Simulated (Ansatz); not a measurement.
# HfCdO3 in P4/mbm, a phase reached by a soft mode: a soft mode frozen in, part 2 of 3

Wanted: the energy along a soft mode of HfCdO3 in P4/mbm, a phase reached by a soft mode and the structure at the end.

Ansatz 0.2.0; DFT PBEsol, scalar-relativistic, plane waves, PAW; PAW set soft_1.

So far. Step 4 (The mode frozen in, largest atomic shift 0.32 Å): The run ends at a pressure of -0.91 GPa, with forces up to 0.36 eV/Å.

The structure was built from a prototype and need not be the compound's stable phase.

## 5. Energy along the mode, all amplitudes (two of the runs are shown above)

An imaginary frequency means negative curvature, so the energy should fall and then rise again as anharmonic terms take over.

This step gave:

```yaml
depth_at_the_lowest_point_sampled: 6.019 meV/atom
largest_atomic_shift_at_that_point: 0.32 Å
```

Energy from the parent against largest atomic shift:

```csv
largest atomic shift (Å),energy from the parent (meV/atom)
0.000,0
0.040,-0.241
0.080,-0.932
0.140,-2.59
0.220,-5.06
0.320,-6.02
0.450,3.07
0.600,43.4
```

Displacement at unit largest shift by atom:

```csv
atom,x (Å),y (Å),z (Å),size
Cd1,0.012,-0.012,0.000,0.017
Cd2,0.151,-0.151,0.000,0.214
Hf3,0.005,-0.019,0.000,0.020
Hf4,0.019,-0.005,0.000,0.020
O5,-0.150,0.150,0.000,0.212
O6,-0.150,0.150,0.000,0.212
O7,0.059,-0.059,0.000,0.083
O8,0.059,-0.059,0.000,0.083
O9,-0.273,0.962,0.000,1.000
O10,-0.962,0.273,0.000,1.000
```

The lowest of the steps tried is at 0.32 Å, 6.02 meV/atom below the parent; the bottom of the well need not coincide with a step.

## 6. Relaxing from the distorted cell

Starting from the lowest point found, all atoms and the cell are let go, so that strain and other modes of the same symmetry can join in.

input.yaml reads:

```yaml
crystal:
  lattice:
    - [5.6083914436, 0.0, 0.0]
    - [0.0, 5.6083914436, 0.0]
    - [0.0, 0.0, 4.0265195377]
  atoms:
    - { symbol: Cd, position: [0.5006953221, -0.0006953221, 0.0] }
    - { symbol: Cd, position: [0.0086291952, 0.4913708048, 0.0] }
    - { symbol: Hf, position: [0.0002752595, -0.0010909297, 0.5] }
    - { symbol: Hf, position: [0.5010909297, 0.4997247405, 0.5] }
    - { symbol: O, position: [0.1592844915, 0.6763695249, 0.5] }
    - { symbol: O, position: [0.8236304751, 0.3407155085, 0.5] }
    - { symbol: O, position: [0.3355623786, 0.1644376214, 0.5] }
    - { symbol: O, position: [0.671216395, 0.828783605, 0.5] }
    - { symbol: O, position: [-0.0155562723, 0.0548957605, 0.0] }
    - { symbol: O, position: [0.4451042395, 0.5155562723, 0.0] }
kpoints:
  mp_grid: { grid: [4, 4, 6] }
hamiltonian:
  xc: pbesol
  pseudopotentials: { kind: paw, azcp: { folder: soft_1 }, xc_functional: pbe }
scf:
  occupations: { method: fixed }
output:
  forces: true
  stress: true
  eigenvalues: true
relax:
  adjacent_minimum: "off"
  f_tol: 0.002
  max_steps: 120
  cell: { stress_tol: 0.03 }
```

Command:

```sh
ansatz run input.yaml --threads 4 --pin off --max-ram 16384MiB --backend cpu --events-out ev --progress --plain --runs-dir out
```

Numbers of over 12 decimals in the logs are rounded to 6 here.

The log of the run:

```text
[...]
Crystal: 10 atoms, lattice volume = 126.650 Å³
Basis set: ecut = 420 eV, 2481 PW (Γ), exchange–correlation on 80×80×54 points (8 copies of the dense FFT grid, shifted against one another)
Bands: 77, of which v1, the nominal top of the filled ones, is band 64 counted from 1 (63 counted from 0)
Symmetry: 4 space group operations
[...]
k-points: 28 of 96 (time reversal used)
[...]
SCF iter   1: F=—  HF=-50942.958961 eV  |F-HF|=—  |Δ(HF+E_count)|=         —  Δρ=9.48e-2  dr2=1.02e1  ethr=3.10e-3  ⟨swp⟩=4.0  Hψ=5999  notcnv=0  defer=184
[...]
SCF iter  11: F=-50939.867316 eV  HF=-50939.867316 eV  |F-HF|=1.22e-8  |Δ(HF+E_count)|=   4.24e-7  Δρ=5.55e-6  dr2=4.31e-8  ethr=7.81e-11  ⟨swp⟩=10.2  Hψ=11304  notcnv=0
SCF 1 converged in 11 iterations: F = -50939.867316 eV  dr2 = 4.31e-8
[...]
relax step   1: F+E_penalty+E_count = -50939.86731562 eV  Δ(F+E_penalty+E_count) = +0.000e0 eV  max|allowed force component| = 2.582e-1 eV/Å  Δτ_max = 0.0000 Å  P = -0.915 GPa  Ω = 126.650 Å³  (11 SCF iters, dr2 threshold 1.00e-7 eV, accepted)
Crystal: 10 atoms, lattice volume = 126.806 Å³
Basis set: ecut = 420 eV, 2469 PW (Γ), exchange–correlation on 80×80×54 points (8 copies of the dense FFT grid, shifted against one another)
[...]
iter 1 solved again at ethr=6.37e-5 eV; its pass at ethr=3.10e-3 eV (dr2=8.15e-2 eV) is discarded
[...]
SCF iter   7: F=-50939.912421 eV  HF=-50939.912421 eV  |F-HF|=8.57e-7  |Δ(HF+E_count)|=   8.99e-8  Δρ=2.05e-5  dr2=6.46e-7  ethr=7.81e-10  ⟨swp⟩=12.9  Hψ=12990  notcnv=0
SCF 2 converged in 7 iterations: F = -50939.912421 eV  dr2 = 6.46e-7
relax step   2: F+E_penalty+E_count = -50939.91242061 eV  Δ(F+E_penalty+E_count) = -4.510e-2 eV  max|allowed force component| = 1.687e-1 eV/Å  Δτ_max = 0.1034 Å  P = +0.092 GPa  Ω = 126.806 Å³  energy of the carried Pulay correction = -4.077e-4 eV  (7 SCF iters, dr2 threshold 1.00e-6 eV, accepted)
Crystal: 10 atoms, lattice volume = 126.725 Å³
[...]
SCF iter   6: F=-50939.919674 eV  HF=-50939.919675 eV  |F-HF|=2.84e-7  |Δ(HF+E_count)|=   9.07e-8  Δρ=1.97e-5  dr2=4.59e-7  ethr=7.81e-10  ⟨swp⟩=11.7  Hψ=11888  notcnv=0
SCF 3 converged in 6 iterations: F = -50939.919674 eV  dr2 = 4.59e-7
relax step   3: F+E_penalty+E_count = -50939.91967442 eV  Δ(F+E_penalty+E_count) = -7.254e-3 eV  max|allowed force component| = 1.014e-1 eV/Å  Δτ_max = 0.0160 Å  P = +0.079 GPa  Ω = 126.725 Å³  energy of the carried Pulay correction = -1.950e-4 eV  (6 SCF iters, dr2 threshold 1.00e-6 eV, accepted)
[... from here on, the SCF cycles and remarks between the steps are left out ...]
relax step   4: F+E_penalty+E_count = -50939.92157054 eV  Δ(F+E_penalty+E_count) = -1.896e-3 eV  max|allowed force component| = 9.797e-2 eV/Å  Δτ_max = 0.0071 Å  P = -0.039 GPa  Ω = 126.773 Å³  energy of the carried Pulay correction = -3.204e-4 eV  (6 SCF iters, dr2 threshold 6.43e-7 eV, accepted)
relax step   5: F+E_penalty+E_count = -50939.92310194 eV  Δ(F+E_penalty+E_count) = -1.531e-3 eV  max|allowed force component| = 7.046e-2 eV/Å  Δτ_max = 0.0089 Å  P = -0.042 GPa  Ω = 126.800 Å³  energy of the carried Pulay correction = -3.902e-4 eV  (5 SCF iters, dr2 threshold 6.00e-7 eV, accepted)
relax step   6: F+E_penalty+E_count = -50939.92386269 eV  Δ(F+E_penalty+E_count) = -7.608e-4 eV  max|allowed force component| = 2.167e-2 eV/Å  Δτ_max = 0.0065 Å  P = -0.039 GPa  Ω = 126.842 Å³  energy of the carried Pulay correction = -5.022e-4 eV  (5 SCF iters, dr2 threshold 3.10e-7 eV, accepted)
relax step   7: F+E_penalty+E_count = -50939.92389223 eV  Δ(F+E_penalty+E_count) = -2.954e-5 eV  max|allowed force component| = 1.804e-2 eV/Å  Δτ_max = 0.0041 Å  P = -0.052 GPa  Ω = 126.858 Å³  energy of the carried Pulay correction = -5.421e-4 eV  (5 SCF iters, dr2 threshold 2.93e-8 eV, accepted)
relax step   8: F+E_penalty+E_count = -50939.92464564 eV  Δ(F+E_penalty+E_count) = -7.534e-4 eV  max|allowed force component| = 2.836e-2 eV/Å  Δτ_max = 0.0540 Å  P = +0.172 GPa  Ω = 126.788 Å³  energy of the carried Pulay correction = -3.606e-4 eV  (8 SCF iters, dr2 threshold 2.03e-8 eV, accepted)
relax step   9: F+E_penalty+E_count = -50939.90507161 eV  Δ(F+E_penalty+E_count) = +1.957e-2 eV  max|allowed force component| = 1.392e-1 eV/Å  Δτ_max = 0.1954 Å  P = +0.606 GPa  Ω = 127.017 Å³  energy of the carried Pulay correction = -9.574e-4 eV  (9 SCF iters, dr2 threshold 1.27e-7 eV, rejected (line search))
relax step  10: F+E_penalty+E_count = -50939.92572264 eV  Δ(F+E_penalty+E_count) = -1.077e-3 eV  max|allowed force component| = 2.189e-2 eV/Å  Δτ_max = 0.0507 Å  P = +0.079 GPa  Ω = 126.940 Å³  energy of the carried Pulay correction = -7.565e-4 eV  (13 SCF iters, accepted)
relax step  11: F+E_penalty+E_count = -50939.92481470 eV  Δ(F+E_penalty+E_count) = +9.079e-4 eV  max|allowed force component| = 6.291e-2 eV/Å  Δτ_max = 0.0975 Å  P = -0.046 GPa  Ω = 127.215 Å³  energy of the carried Pulay correction = -1.474e-3 eV  (8 SCF iters, dr2 threshold 7.47e-8 eV, rejected (line search))
relax step  12: F+E_penalty+E_count = -50939.92622567 eV  Δ(F+E_penalty+E_count) = -5.030e-4 eV  max|allowed force component| = 1.867e-2 eV/Å  Δτ_max = 0.0227 Å  P = -0.018 GPa  Ω = 127.035 Å³  energy of the carried Pulay correction = -1.006e-3 eV  (13 SCF iters, accepted)
relax step  13: F+E_penalty+E_count = -50939.92642860 eV  Δ(F+E_penalty+E_count) = -2.029e-4 eV  max|allowed force component| = 2.401e-2 eV/Å  Δτ_max = 0.0480 Å  P = +0.042 GPa  Ω = 127.112 Å³  energy of the carried Pulay correction = -1.205e-3 eV  (8 SCF iters, dr2 threshold 2.18e-8 eV, accepted)
relax step  14: F+E_penalty+E_count = -50939.92659573 eV  Δ(F+E_penalty+E_count) = -1.671e-4 eV  max|allowed force component| = 2.579e-3 eV/Å  Δτ_max = 0.0080 Å  P = -0.016 GPa  Ω = 127.132 Å³  energy of the carried Pulay correction = -1.259e-3 eV  (6 SCF iters, dr2 threshold 3.60e-8 eV, accepted)
relax step  15: F+E_penalty+E_count = -50939.92664411 eV  Δ(F+E_penalty+E_count) = -4.838e-5 eV  max|allowed force component| = 7.922e-4 eV/Å  Δτ_max = 0.0018 Å  P = -0.001 GPa  Ω = 127.116 Å³  energy of the carried Pulay correction = -1.218e-3 eV  (6 SCF iters, dr2 threshold 4.01e-9 eV, accepted)
relax step  16: F+E_penalty+E_count = -50939.92892791 eV  Δ(F+E_penalty+E_count) = -2.284e-3 eV  max|allowed force component| = 1.985e-3 eV/Å  Δτ_max = 0.0000 Å  P = +0.030 GPa  Ω = 127.116 Å³  stress off target by 1.03e-1 GPa  SCF on the basis re-selected at this cell (its energy is not comparable with the rows above)  (7 SCF iters)
relax step  17: F+E_penalty+E_count = -50939.92891091 eV  Δ(F+E_penalty+E_count) = +1.700e-5 eV  max|allowed force component| = 2.986e-3 eV/Å  Δτ_max = 0.0018 Å  P = +0.017 GPa  Ω = 127.134 Å³  energy of the carried Pulay correction = -6.251e-5 eV  (5 SCF iters, dr2 threshold 2.65e-8 eV, accepted)
relax step  18: F+E_penalty+E_count = -50939.92886069 eV  Δ(F+E_penalty+E_count) = +5.022e-5 eV  max|allowed force component| = 7.127e-4 eV/Å  Δτ_max = 0.0006 Å  P = -0.006 GPa  Ω = 127.154 Å³  energy of the carried Pulay correction = -1.169e-4 eV  (7 SCF iters, dr2 threshold 5.57e-10 eV, accepted)
[...]
SCF iter   1: F=—  HF=-50939.928734 eV  |F-HF|=—  |Δ(HF+E_count)|=         —  Δρ=3.65e-5  dr2=4.24e-8  ethr=1.21e-7  ⟨swp⟩=3.0  Hψ=12062  notcnv=0  defer=305
eigensolver tolerance schedule: the retry pair's looser diagonalisation over-reported the residual by 3647.11 of it (diagonalisation noise at 0.17 of the residual, at the tolerance the schedule requests for it); recorded, not acted on — ethr = c·dr2/N_el stays at c = 1.0e-1
[...]
SCF iter   2: F=—  HF=-50939.928967 eV  |F-HF|=—  |Δ(HF+E_count)|=   2.33e-4  Δρ=1.86e-5  dr2=1.19e-8  ethr=3.31e-11  ⟨swp⟩=3.0  Hψ=5338  notcnv=0  defer=182
[...]
SCF iter   5: F=-50939.928968 eV  HF=-50939.928968 eV  |F-HF|=7.28e-12  |Δ(HF+E_count)|=  3.35e-10  Δρ=1.81e-7  dr2=1.30e-11  ethr=1.00e-12  ⟨swp⟩=11.0  Hψ=9767  notcnv=0
SCF 19 converged in 5 iterations: F = -50939.928968 eV  dr2 = 1.30e-11
relax step  19: F+E_penalty+E_count = -50939.92896849 eV  Δ(F+E_penalty+E_count) = -1.078e-4 eV  max|allowed force component| = 6.294e-4 eV/Å  Δτ_max = 0.0000 Å  P = -0.005 GPa  Ω = 127.154 Å³  stress off target by 1.51e-2 GPa  SCF on the basis re-selected at this cell (its energy is not comparable with the rows above)  (5 SCF iters)
[...]
SCF converged after 5 iterations
Free energy (F): -50939.928968 eV
[...]
Internal energy: -50939.928968 eV  (E = F + TS)
E sigma→0 (E₀):  -50939.928968 eV
Fermi energy:    11.750218 eV
[...]
--- Forces (eV/Å), atoms counted from 1 ---
  atom   1  Cd    -0.00000317     0.00000317    -0.00000000
  atom   2  Cd    -0.00046315     0.00046315     0.00000000
  atom   3  Hf    -0.00033683    -0.00062972     0.00000000
  atom   4  Hf     0.00062972     0.00033683    -0.00000000
  atom   5  O     -0.00034710     0.00016880     0.00000000
  atom   6  O     -0.00016880     0.00034710    -0.00000000
  atom   7  O      0.00019774    -0.00019774    -0.00000000
  atom   8  O      0.00012917    -0.00012917     0.00000000
  atom   9  O      0.00000084    -0.00036453     0.00000000
  atom  10  O      0.00036453    -0.00000084     0.00000000
  max |Σ_I F_I| component: 2.94e-6 eV/Å
--- Stress (GPa, compression-positive) ---
       -0.000546      -0.002909       0.000000
       -0.002909      -0.000546       0.000000
        0.000000       0.000000      -0.015124
  P = ⅓ Tr σ = -0.0054 GPa (-0.054 kbar)
--- Band table (eV; the first three rows and the last of 28) ---
  k-point 0: bands = [... 60 lower, 10.9498, 11.1137, 11.4938, 11.5247, 12.9905, 15.7692, 16.2799, 16.6654, ... 9 higher]
  k-point 1: bands = [... 60 lower, 10.9606, 11.1028, 11.5997, 11.6109, 13.7911, 15.6613, 16.5363, 16.8595, ... 9 higher]
  k-point 2: bands = [... 60 lower, 11.2059, 11.4171, 11.6771, 11.7502, 15.2362, 15.4705, 16.7054, 17.4411, ... 9 higher]
  k-point 27: bands = [... 60 lower, 10.6521, 10.8059, 11.2475, 11.4668, 16.2944, 16.6181, 17.5385, 17.6050, ... 9 higher]
--- Relaxed structure (17 steps of the walk, 15 accepted, 2 SCFs on fresh bases) ---
  F+E_penalty+E_count = -50939.92896849 eV   max|allowed force component| = 6.294e-4 eV/Å   (the final SCF, on the basis selected at the relaxed cell)
  cell:  # Å, volume = 127.1535 Å³
    - [5.658988, -0.013567, 0.0]
    - [-0.013567, 5.658988, 0.0]
    - [0.0, 0.0, 3.970575]
  atoms:
    - { symbol: Cd, position: [0.479475, 0.020525, 0.0] }
    - { symbol: Cd, position: [0.026670, 0.473330, 0.0] }
    - { symbol: Hf, position: [-0.00581403, -0.00343755, 0.500000] }
    - { symbol: Hf, position: [0.503438, 0.505814, 0.500000] }
    - { symbol: O, position: [0.161324, 0.680649, 0.500000] }
    - { symbol: O, position: [0.819351, 0.338676, 0.500000] }
    - { symbol: O, position: [0.330003, 0.169997, 0.500000] }
    - { symbol: O, position: [0.666418, 0.833582, 0.500000] }
    - { symbol: O, position: [0.00539698, 0.056330, 0.0] }
    - { symbol: O, position: [0.443670, 0.494603, 0.0] }
```

Elapsed: 2.9 min, on 4 threads of Arm Neoverse V1, shared host; peak memory 0.7 GiB; 11 min of CPU time.

Step by step:

```csv
step,energy less that of the first step (eV),largest force component (eV/Å),pressure (GPa),volume (Å³)
1,0.0000,0.2582,-0.91,126.65
2,-0.0451,0.1687,0.09,126.81
3,-0.0524,0.1014,0.08,126.72
4,-0.0543,0.0980,-0.04,126.77
5,-0.0558,0.0705,-0.04,126.80
6,-0.0565,0.0217,-0.04,126.84
7,-0.0566,0.0180,-0.05,126.86
8,-0.0573,0.0284,0.17,126.79
9,-0.0378,0.1392,0.61,127.02
10,-0.0584,0.0219,0.08,126.94
11,-0.0575,0.0629,-0.05,127.21
12,-0.0589,0.0187,-0.02,127.04
13,-0.0591,0.0240,0.04,127.11
14,-0.0593,0.0026,-0.02,127.13
15,-0.0593,0.0008,0.00,127.12
16*,-0.0616,0.0020,0.03,127.12
17,-0.0616,0.0030,0.02,127.13
18,-0.0615,0.0007,-0.01,127.15
19*,-0.0617,0.0006,-0.01,127.15
```

Relaxation steps marked * repeat the geometry before them on a plane-wave basis chosen anew for their cell, so energy and pressure can jump there. Relaxation steps 9, 11 were tried and not accepted.

Forces are held to the 4 operations that the run works with; a distortion that breaks them can't arise in this run.

```csv
"conventional cell, symmetrised",before,after,change
a (Å),4.027,3.971,-1.4 %
b (Å),7.931,7.984,+0.7 %
c (Å),7.931,8.022,+1.1 %
volume (Å³/atom),12.67,12.72,+0.4 %
```

The atoms that moved most (Å, as changes of fractional coordinates times the final cell):

```csv
atom,dx,dy,dz,length
Cd1,-0.120,0.120,0.000,0.170
Cd2,0.102,-0.102,0.000,0.145
O10,-0.008,-0.119,0.000,0.119
O9,0.119,0.008,0.000,0.119
O7,-0.032,0.032,0.000,0.045
O8,-0.027,0.027,0.000,0.038
Hf3,-0.034,-0.013,0.000,0.037
Hf4,0.013,0.034,0.000,0.037
```

Final coordinates:

```cif
data_structure
_symmetry_space_group_name_H-M 'P 1'
_symmetry_Int_Tables_number 1
_cell_length_a 5.6590
_cell_length_b 5.6590
_cell_length_c 3.9706
_cell_angle_alpha 90.000
_cell_angle_beta 90.000
_cell_angle_gamma 90.275
_cell_volume 127.15
loop_
_atom_site_label
_atom_site_type_symbol
_atom_site_fract_x
_atom_site_fract_y
_atom_site_fract_z
_atom_site_occupancy
Cd1 Cd 0.47947 0.02053 0.00000 1
Cd2 Cd 0.02667 0.47333 0.00000 1
Hf3 Hf 0.99419 0.99656 0.50000 1
Hf4 Hf 0.50344 0.50581 0.50000 1
O5 O 0.16132 0.68065 0.50000 1
O6 O 0.81935 0.33868 0.50000 1
O7 O 0.33000 0.17000 0.50000 1
O8 O 0.66642 0.83358 0.50000 1
O9 O 0.00540 0.05633 0.00000 1
O10 O 0.44367 0.49460 0.00000 1
```

This step gave:

| Quantity | Value |
| --- | --- |
| pressure | -0.005405 GPa |
| gap on the k-mesh | 1.240 eV |
| volume per atom | 12.72 Å³ |

The distorted start has space group Amm2; the relaxation ends in Amm2.

## 7. The new phase in its own primitive cell

The relaxed structure is symmetrised, reduced to its primitive cell and relaxed tightly, as its phonons need.

input.yaml reads:

```yaml
crystal:
  lattice:
    - [3.9705746667, 0.0, 0.0]
    - [0.0, 3.9919156533, 4.0111018194]
    - [0.0, -3.9919156533, 4.0111018194]
  atoms:
    - { symbol: Cd, position: [0.0, 0.9794745251, 0.9794745251] }
    - { symbol: Cd, position: [0.0, 0.5266703333, 0.5266703333] }
    - { symbol: Hf, position: [0.5, 0.4941859694, 0.0034375534] }
    - { symbol: Hf, position: [0.5, 0.0034375534, 0.4941859694] }
    - { symbol: O, position: [0.5, 0.6613243315, 0.3193512787] }
    - { symbol: O, position: [0.5, 0.3193512787, 0.6613243315] }
    - { symbol: O, position: [0.5, 0.83000342, 0.83000342] }
    - { symbol: O, position: [0.5, 0.1664178852, 0.1664178852] }
    - { symbol: O, position: [0.0, 0.5053969793, 0.9436701381] }
    - { symbol: O, position: [0.0, 0.9436701381, 0.5053969793] }
kpoints:
  mp_grid: { grid: [6, 4, 4] }
hamiltonian:
  xc: pbesol
  pseudopotentials: { kind: paw, azcp: { folder: soft_1 }, xc_functional: pbe }
scf:
  occupations: { method: fixed }
output:
  forces: true
  stress: true
  eigenvalues: true
relax:
  adjacent_minimum: "off"
  f_tol: 0.001
  max_steps: 60
  cell: { stress_tol: 0.01 }
```

The log of the run:

```text
[...]
Crystal: 10 atoms, lattice volume = 127.154 Å³
Basis set: ecut = 420 eV, 2481 PW (Γ), exchange–correlation on 54×80×80 points (8 copies of the dense FFT grid, shifted against one another)
Bands: 77, of which v1, the nominal top of the filled ones, is band 64 counted from 1 (63 counted from 0)
Symmetry: 4 space group operations
[...]
k-points: 28 of 96 (time reversal used)
[...]
- { symbol: Hf, position: [0.5, 0.494185, 0.0034431] }
    - { symbol: Hf, position: [0.5, 0.0034431, 0.494185] }
    - { symbol: O, position: [0.5, 0.661328, 0.319348] }
    - { symbol: O, position: [0.5, 0.319348, 0.661328] }
    - { symbol: O, position: [0.5, 0.830008, 0.830008] }
    - { symbol: O, position: [0.5, 0.166419, 0.166419] }
    - { symbol: O, position: [0.0, 0.505399, 0.943667] }
    - { symbol: O, position: [0.0, 0.943667, 0.505399] }
[key lines of the parts left out:]
SCF converged after 7 iterations
Free energy (F): -50939.929002 eV
Fermi energy:    11.750696 eV
P = ⅓ Tr σ = 0.0002 GPa (0.002 kbar)
```

Elapsed: 29 s, on 4 threads; peak memory 0.64 GiB.

Little changed from the start: no atom moved by 0.005 Å and no cell edge by 0.1 %.

This step gave:

```yaml
pressure: 2.31e-4 GPa
volume_per_atom: 12.71 Å³
direct_gap_on_mesh: 1.466 eV
```

The largest force component left is 0.40 meV/Å and the pressure is 0.000 GPa, within the tolerances set. The cell now holds 12.71 Å³/atom.

[end of part 2 of 3]

[Logs are printed without paths, hosts, clocks, repeated set-up lines and the standing remarks that a program may print on its own settings, such as how far it seeks lower states.]

[Hosts, paths, dates, database ids (printed as entryN), source tags and the programs' standing remarks are cut or masked in the printed files.]
